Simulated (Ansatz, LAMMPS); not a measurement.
# Aqueous N(CH3)4+ and I-, 3.8 mol of salt per kg of water, from a frame at 360 K (123 atoms): geometry optimisation

How does aqueous N(CH3)4+ and I-, 3.8 mol of salt per kg of water, from a frame at 360 K (123 atoms) relax, and what do bonds, charges and levels look like afterwards?

Program: Ansatz 0.2.0. Level of theory: Kohn-Sham DFT, PBE+D3(BJ), PAW (set soft_2), plane waves. Results are calculated unless marked as measured.

## 1. Starting point

The cell holds 123 atoms: 8 C, 2 N, 82 H, 29 O and 2 I. Its edges and angles: a = 10.874 Å, b = 10.874 Å, c = 10.874 Å, α = 90.0°, β = 90.0°, γ = 90.0°. 29 H2O, 2 N(CH3)4+, 2 I- placed at random, at 1.19 g/cm³; overlaps pushed apart, then 10 ps at 420 K with Joung-Cheatham ions (J. Phys. Chem. B 112, 9020 (2008)); MMFF94 bonds, angles, torsions, charges and radii (Halgren, J. Comput. Chem. 17, 490 (1996)) in harmonic and 12-6 forms; SPC/E water (Berendsen, Grigera and Straatsma, J. Phys. Chem. 91, 6269 (1987)); charges of ions scaled by 0.85. Snapshot after 20 ps at 360 K and fixed volume.

Limits known from the start: The network of contacts between molecules at the start is that of the classical potential that made the cell. Sampling is at Γ alone, for a cell whose shortest periodic width is 11 Å. No spin–orbit coupling is included, so levels derived from the heavy atoms are approximate.

## 2. Single point at the start

A single point comes first, to see the forces before anything moves.

input.yaml

```yaml
crystal:
  lattice:
    - [10.87401, 0.0, 0.0]
    - [0.0, 10.87401, 0.0]
    - [0.0, 0.0, 10.87401]
  atoms:
    - { symbol: C, position: [0.99434, 0.8213, 0.16681] }
    - { symbol: "N", position: [0.85754, 0.80718, 0.17036] }
    - { symbol: C, position: [0.81305, 0.69137, 0.11778] }
    - { symbol: C, position: [0.78849, 0.91133, 0.10737] }
    [... 113 atom lines left out ...]
    - { symbol: H, position: [0.43267, 0.65464, 0.56578] }
    - { symbol: O, position: [0.41446, 0.30793, 0.02828] }
    - { symbol: H, position: [0.36883, 0.3813, 0.99677] }
    - { symbol: H, position: [0.42317, 0.24598, 0.96087] }
    - { symbol: I, position: [0.29453, 0.94078, 0.29719] }
    - { symbol: I, position: [0.74673, 0.94892, 0.61055] }
kpoints:
  mp_grid: { grid: [1, 1, 1] }
hamiltonian:
  xc: pbe
  dispersion: d3bj
scf:
  occupations: { method: fixed }
output:
  forces: true
  stress: true
  populations: true
  dos:
    method: { smearing: { sigma: 0.08 } }
    de: 0.1
    projected: { site_lists: { C: [C], H: [H], I: [I], "N": ["N"], O: [O] } }
  eigenvalues: true
```

Run with:

```bash
> ansatz run input.yaml --threads 4 --pin off --max-ram 8192MiB --backend cpu --events-out ev --progress --plain --runs-dir out
```

Elapsed: 16 s, on 4 threads of Arm Neoverse V1, shared host; peak memory 1.4 GiB; 60 s of CPU time.

Read from the output:

* free energy: -35578.8343 eV
* free energy per atom: -289.2588 eV/atom
* SCF cycles: 9
* pressure: -0.989 GPa
* r.m.s. force component: 0.6534 eV/Å
* longest force: 2.924 eV/Å
* Fermi energy: -0.8196 eV
* gap (highest filled to lowest empty level): 3.329 eV
* spilling of the projection: 0.01091

The r.m.s. force component of 0.65 eV/Å and the pressure of -0.99 GPa set the starting point.

Length of the force by element:

| element | coordination | atoms | mean length of the force (eV/Å) | spread | least | most |
| --- | --- | --- | --- | --- | --- | --- |
| C | all | 8 | 2.12 | 0.585 | 1.25 | 2.92 |
| H | all | 82 | 0.981 | 0.404 | 0.182 | 2.60 |
| I | all | 2 | 0.164 | 0.0708 | 0.0928 | 0.234 |
| N | all | 2 | 2.23 | 0.363 | 1.87 | 2.59 |
| O | all | 29 | 0.690 | 0.294 | 0.11 | 1.40 |

## 3. Cell and atoms relaxed

The cell is relaxed with the atoms, since the starting lattice needn't suit this functional.

input.yaml, the sections that differ from step 2:

```yaml
output:
  forces: true
relax:
  f_tol: 0.05
  max_steps: 200
  cell: {}
# crystal, kpoints, hamiltonian, scf: as in step 2
```

The job ended after 6.2 min (4 threads; peak memory 1.3 GiB; 24 min of CPU time).

Relaxation path (22 of 49):

| step | energy less that of the first step (eV) | largest force component (eV/Å) | pressure (GPa) | volume (Å³) |
| --- | --- | --- | --- | --- |
| 1 | 0.0000 | 2.7893 | -0.99 | 1285.79 |
| 3 | -4.7802 | 1.3880 | -0.63 | 1279.06 |
| 6 | -5.8889 | 0.2977 | -0.03 | 1262.68 |
| 8 | -6.1576 | 1.6774 | -0.18 | 1259.71 |
| 10 | -6.4060 | 0.5033 | -0.33 | 1261.21 |
| 12 | -6.5754 | 0.4804 | -0.15 | 1258.31 |
| 15 | -6.6518 | 0.8425 | 0.08 | 1259.06 |
| 17 | -6.7312 | 0.0608 | -0.02 | 1258.71 |
| 19 | -6.7697 | 0.2108 | -0.16 | 1258.33 |
| 22 | -6.8066 | 0.0970 | 0.02 | 1256.21 |
| 24 | -6.8252 | 0.1377 | -0.11 | 1255.80 |
| 26 | -6.8363 | 0.0822 | -0.05 | 1256.23 |
| 28 | -6.8457 | 0.0774 | -0.01 | 1255.83 |
| 31 | -6.8557 | 0.0346 | -0.03 | 1255.90 |
| 33 | -6.8628 | 0.0809 | 0.01 | 1254.93 |
| 35 | -6.9046 | 0.1564 | 0.06 | 1251.30 |
| 38 | -6.9288 | 0.8294 | 0.40 | 1248.05 |
| 40 | -7.0705 | 0.0965 | 0.02 | 1246.68 |
| 42 | -7.0730 | 0.0372 | -0.01 | 1249.28 |
| 44 | -7.0117 | 0.0429 | 0.01 | 1240.82 |
| 47 | -7.0005 | 0.0353 | -0.02 | 1238.66 |
| 49 | -7.0040 | 0.0310 | 0.00 | 1236.85 |

Relaxation steps 15, 38, 41 were tried and not accepted.

| cell as run | before | after | change |
| --- | --- | --- | --- |
| a (Å) | 10.874 | 11.027 | +1.4 % |
| b (Å) | 10.874 | 10.717 | -1.4 % |
| c (Å) | 10.874 | 10.486 | -3.6 % |
| α (°) | 90.00 | 92.58 | +2.9 % |
| β (°) | 90.00 | 92.21 | +2.5 % |
| γ (°) | 90.00 | 89.07 | -1.0 % |
| volume (Å³/atom) | 10.45 | 10.06 | -3.8 % |

The atoms that moved most (Å, as changes of fractional coordinates times the final cell):

| atom | dx | dy | dz | length |
| --- | --- | --- | --- | --- |
| H28 | 1.993 | -0.925 | -0.315 | 2.220 |
| H26 | 0.906 | -1.698 | -0.369 | 1.960 |
| H27 | 1.092 | -1.579 | -0.385 | 1.958 |
| H30 | 1.496 | 0.821 | -0.078 | 1.708 |
| H75 | -1.553 | -0.641 | 0.146 | 1.686 |
| C20 | 1.145 | -1.163 | -0.223 | 1.647 |
| H32 | -1.102 | -1.081 | -0.277 | 1.568 |
| H112 | 0.469 | -1.366 | -0.393 | 1.496 |

The relaxation changed the energy by -56.9 meV/atom, and atoms moved by 0.94 Å r.m.s., 2.2 Å at most.

## 4. Structure statistics after relaxation

Bonds before and after, by the cutoffs listed below:

| pair | bonds before | bonds after | mean before (Å) | mean after (Å) | spread before (Å) | spread after (Å) |
| --- | --- | --- | --- | --- | --- | --- |
| H-O | 58 | 58 | 1.000 | 0.992 | 0.000 | 0.009 |
| H-C | 24 | 24 | 1.093 | 1.093 | 0.029 | 0.001 |
| C-N | 8 | 8 | 1.477 | 1.498 | 0.036 | 0.001 |

Density 1.24 g/cm³, 10.06 Å³ an atom.

g(r), total and by pair (bins of 0.2 Å):

| r (Å) | total | H-H | H-O | H-C | H-I | H-N | O-O |
| --- | --- | --- | --- | --- | --- | --- | --- |
| 0.90 | 3.15 | 0.00 | 10.00 | 0.00 | 0.00 | 0.00 | 0.00 |
| 1.10 | 2.10 | 0.00 | 2.37 | 15.60 | 0.00 | 0.00 | 0.00 |
| 1.30 | 0.00 | 0.00 | 0.00 | 0.00 | 0.00 | 0.00 | 0.00 |
| 1.50 | 0.87 | 1.43 | 0.00 | 0.00 | 0.00 | 0.00 | 0.00 |
| 1.70 | 1.20 | 1.02 | 2.38 | 0.00 | 0.00 | 0.00 | 0.00 |
| 1.90 | 0.38 | 0.35 | 0.72 | 0.00 | 0.00 | 0.00 | 0.00 |
| 2.10 | 0.88 | 1.13 | 0.10 | 0.00 | 0.00 | 15.95 | 0.00 |
| 2.30 | 0.63 | 1.30 | 0.16 | 0.00 | 0.00 | 0.00 | 0.00 |
| 2.50 | 0.76 | 1.15 | 0.16 | 0.00 | 2.83 | 0.00 | 0.00 |
| 2.70 | 1.17 | 0.63 | 0.29 | 5.07 | 1.24 | 0.00 | 6.05 |
| 2.90 | 0.73 | 0.93 | 0.74 | 0.00 | 0.36 | 0.00 | 1.30 |
| 3.10 | 1.17 | 0.97 | 2.16 | 0.39 | 0.30 | 0.00 | 0.13 |
| 3.30 | 1.08 | 0.81 | 1.48 | 2.07 | 0.54 | 0.00 | 0.21 |
| 3.50 | 1.13 | 0.90 | 1.47 | 1.09 | 0.51 | 0.00 | 0.57 |
| 3.70 | 1.29 | 1.67 | 1.16 | 0.54 | 1.29 | 0.00 | 1.27 |
| 3.90 | 0.98 | 1.06 | 0.79 | 0.99 | 1.56 | 0.00 | 1.62 |
| 4.10 | 0.91 | 0.90 | 0.91 | 0.76 | 1.09 | 0.70 | 1.47 |
| 4.30 | 1.01 | 1.04 | 0.95 | 0.73 | 1.46 | 1.78 | 1.59 |
| 4.50 | 1.00 | 1.03 | 0.92 | 0.82 | 0.75 | 2.67 | 1.09 |
| 4.70 | 0.93 | 0.88 | 1.12 | 0.61 | 0.54 | 0.82 | 0.90 |
| 4.90 | 0.92 | 0.91 | 1.01 | 0.50 | 1.01 | 0.88 | 0.93 |
| 5.10 | 0.90 | 0.86 | 0.98 | 0.86 | 1.14 | 1.03 | 0.72 |

Bonds by pair of elements; cutoffs follow the first minimum of g(r), held within bounds set by covalent radii, and pairs that aren't listed don't count as bonded:

| pair A-B | cutoff (Å) | bonds | mean length (Å) | spread (Å) | shortest (Å) | B about A | A about B |
| --- | --- | --- | --- | --- | --- | --- | --- |
| H-O | 1.21 | 58 | 0.992 | 0.009 | 0.97 | 0.707 | 2 |
| H-C | 1.34 | 24 | 1.09 | 0.001 | 1.09 | 0.293 | 3 |
| C-N | 1.79 | 8 | 1.50 | 0.001 | 1.50 | 1 | 4 |

How many atoms have how many bonded neighbours:

| element | mean | 0 | 1 | 2 | 4 |
| --- | --- | --- | --- | --- | --- |
| C | 4 | 0 | 0 | 0 | 8 |
| H | 1 | 0 | 82 | 0 | 0 |
| I | 0 | 2 | 0 | 0 | 0 |
| N | 4 | 0 | 0 | 0 | 2 |
| O | 2 | 0 | 0 | 29 | 0 |

Bond angles (no mean is given where the spread exceeds 20°):

| angle | count | mean (°) | spread (°) |
| --- | --- | --- | --- |
| H-O-H | 29 | 105 | 1.9 |
| H-C-H | 24 | 110 | 0.6 |
| H-C-N | 24 | 108 | 0.4 |
| C-N-C | 12 | 110 | 0.4 |

Hydrogen bonds between water molecules (O–O under 3.5 Å, H–O···O angle under 30°):

| hydrogen bonds to other water | molecules |
| --- | --- |
| 0 | 0 |
| 1 | 0 |
| 2 | 5 |
| 3 | 11 |
| 4 | 12 |
| 5 | 1 |

First shells of the ions:

| ion | count | shell | mean number |
| --- | --- | --- | --- |
| I | 2 | H within 3.3 A | 5.5 |

With the cutoffs above, all C atoms have 4, all H atoms have 1 and all N atoms have 4 bonded neighbours. The H-O-H angle averages 105° with a spread of 1.9°. The 29 water molecules hold 3.31 hydrogen bonds each to other water on average, with a mean O–O distance of 2.75 Å. Ion shells in this frame: I 5.5 (H within 3.3 Å).

## 5. Single point at the relaxed geometry

The electronic structure is read at the final geometry, in a run of its own.

input.yaml

```yaml
crystal:
  lattice:
    - [11.02442, 0.08572, -0.20668]
    - [0.08572, 10.7143, -0.23796]
    - [-0.20668, -0.23796, 10.48098]
  atoms:
    - { symbol: C, position: [0.00363, 0.76315, 0.2167] }
    - { symbol: "N", position: [0.87846, 0.81972, 0.22124] }
    - { symbol: C, position: [0.79195, 0.73633, 0.1457] }
    - { symbol: C, position: [0.87761, 0.94539, 0.16418] }
    [... 113 atom lines left out ...]
    - { symbol: H, position: [0.44648, 0.66047, 0.57405] }
    - { symbol: O, position: [0.4318, 0.34465, 0.05799] }
    - { symbol: H, position: [0.35217, 0.3825, 0.03386] }
    - { symbol: H, position: [0.45985, 0.29594, 0.98261] }
    - { symbol: I, position: [0.27906, 0.97747, 0.30038] }
    - { symbol: I, position: [0.66824, 0.97576, 0.65373] }
kpoints:
  mp_grid: { grid: [1, 1, 1] }
hamiltonian:
  xc: pbe
  dispersion: d3bj
scf:
  occupations: { method: fixed }
output:
  forces: true
  stress: true
  populations: true
  dos:
    method: { smearing: { sigma: 0.1 } }
    de: 0.1
    projected: { site_lists: { C: [C], H: [H], I: [I], "N": ["N"], O: [O] } }
  eigenvalues: true
  write_density: true
  write_potential: true
  volumetric_format: npy
  elf: true
```

Run time: 16 s. Hardware: 4 threads; peak memory 1.4 GiB.

The program notes that the exchange-correlation potential is rough where the density is thin.

Numbers from this run:

```
free energy                                      : -35585.8382 eV
free energy per atom                             : -289.3158 eV/atom
SCF cycles                                       : 9
pressure                                         : 0.003016 GPa
r.m.s. force component                           : 0.00588 eV/Å
longest force                                    : 0.03989 eV/Å
Fermi energy                                     : -1.003 eV
gap (highest filled to lowest empty level) : 4.087 eV
spilling of the projection                       : 0.01066
```

Löwdin charges by element (they lack the spilled electrons, 0.029 e an atom on average):

| element | coordination | atoms | mean charge (e) | spread | least | most |
| --- | --- | --- | --- | --- | --- | --- |
| C | all | 8 | -0.351 | 0.0037 | -0.357 | -0.344 |
| H | all | 82 | 0.333 | 0.0757 | 0.196 | 0.403 |
| I | all | 2 | -0.560 | 0.0102 | -0.570 | -0.550 |
| N | all | 2 | 0.157 | 0 | 0.156 | 0.157 |
| O | all | 29 | -0.694 | 0.0149 | -0.72 | -0.670 |

States in the cell by windows of 1 eV, zero at the Fermi level; the larger projections on atomic orbitals stand beside the total:

| from (eV) | to (eV) | total | O p | H s | C p | I p |
| --- | --- | --- | --- | --- | --- | --- |
| -14 | -13 | 2.3 | 0.0 | 0.6 | 0.1 | 0.0 |
| -13 | -12 | 9.7 | 0.0 | 2.5 | 0.4 | 0.0 |
| -12 | -11 | 0.0 | 0.0 | 0.0 | 0.0 | 0.0 |
| -11 | -10 | 4.0 | 0.1 | 0.3 | 0.0 | 0.0 |
| -10 | -9 | 4.0 | 0.0 | 1.5 | 0.8 | 0.0 |
| -9 | -8 | 1.6 | 1.1 | 0.5 | 0.0 | 0.0 |
| -8 | -7 | 52.4 | 28.3 | 14.5 | 5.4 | 0.1 |
| -7 | -6 | 16.0 | 10.9 | 4.5 | 0.2 | 0.0 |
| -6 | -5 | 13.9 | 4.6 | 3.3 | 5.0 | 0.0 |
| -5 | -4 | 38.6 | 15.9 | 8.4 | 9.9 | 0.1 |
| -4 | -3 | 30.8 | 21.1 | 3.3 | 3.2 | 0.1 |
| -3 | -2 | 14.8 | 13.7 | 0.2 | 0.1 | 0.0 |
| -2 | -1 | 49.8 | 48.6 | 0.2 | 0.3 | 0.1 |
| -1 | 0 | 11.3 | 0.9 | 0.3 | 0.1 | 10.1 |
| 0 | 1 | 0.8 | 0.0 | 0.0 | 0.0 | 0.7 |
| 1 | 3 | 0.0 | 0.0 | 0.0 | 0.0 | 0.0 |
| 3 | 4 | 0.6 | 0.0 | 0.3 | 0.0 | 0.0 |
| 4 | 5 | 1.4 | 0.0 | 0.8 | 0.0 | 0.0 |

With fixed occupations the program's Fermi level is the highest filled level; weight inside the gap is the broadening of levels at its edges.

Between -26 and -14 eV lie 62 more states.

The stored curve holds about 312 of the 332 electrons; the rest, give or take the few that broadening carries across the Fermi level, lie in deeper levels below its range.

The levels nearest the highest filled one (over half full), pooled over k-points and spins:

| level less the highest filled one (eV) | occupation |
| --- | --- |
| -0.363 | 2 |
| -0.276 | 2 |
| -0.199 | 2 |
| -0.158 | 2 |
| -0.0244 | 2 |
| 0 | 2 |
| 4.09 | 0 |
| 5.29 | 0 |
| 5.49 | 0 |
| 5.59 | 0 |
| 5.72 | 0 |
| 5.78 | 0 |

Mean Löwdin charges: C -0.35, H +0.33, I -0.56, N +0.16, O -0.69 e (they miss 1.1 % of the electrons, so they add up to more than the cell's charge). The largest share in the top eV of filled states is I p (89 % of the projected weight), and in the lowest eV of empty states H s (68 % of the projected weight).

## 6. Outcome

| Property | Result |
| --- | --- |
| energy change in the relaxation | -56.94 meV/atom |
| r.m.s. displacement | 0.938 Å |
| largest displacement | 2.22 Å |
| free energy per atom | -289.3158 eV/atom |
| pressure | 0.003016 GPa |
| r.m.s. force component | 0.00588 eV/Å |
| gap (highest filled to lowest empty level) | 4.087 eV |
| wall time of the 3 DFT runs | 6.8 min |

What this shows: Relaxation lowers the energy by 56.9 meV/atom and moves atoms by 0.94 Å r.m.s.; the r.m.s. force component goes from 0.65 to 0.0059 eV/Å, the pressure goes from -0.99 to 0.0030 GPa, and the gap from 3.33 to 4.09 eV. Displacements are taken in the final cell, so they leave out its strain. By the final cutoffs no bond was broken or made. The cell shrank by 3.8 % in volume. First to last step the energy falls by 7.004 eV; the largest move, 2.22 Å, is that of H28. The C-N bonds change most in mean length: from 1.477 Å (spread 0.036) to 1.498 Å (spread 0.001). With the cutoffs above, all C atoms have 4, all H atoms have 1 and all N atoms have 4 bonded neighbours. The 29 water molecules hold 3.31 hydrogen bonds each to other water on average, with a mean O–O distance of 2.75 Å. The highest filled and lowest empty levels differ by 4.09 eV (at Γ alone); a semilocal functional tends to put such gaps too low. In a disordered cell it changes from sample to sample and from frame to frame.

What to keep in mind: The network of contacts between molecules at the start is that of the classical potential that made the cell; in DFT atoms moved by 0.94 Å r.m.s.

[Logs are printed without paths, hosts, clocks, repeated set-up lines and the standing remarks that a program may print on its own settings, such as how far it seeks lower states.]

[Hosts, paths, dates, database ids (printed as entryN), source tags and the programs' standing remarks are cut or masked in the printed files.]

[The MMFF94 radii named for the starting cell were scaled by 0.96; in molecules described by MMFF94, hydrogen bound to N, O or S took a small fixed 12-6 site in their place.]
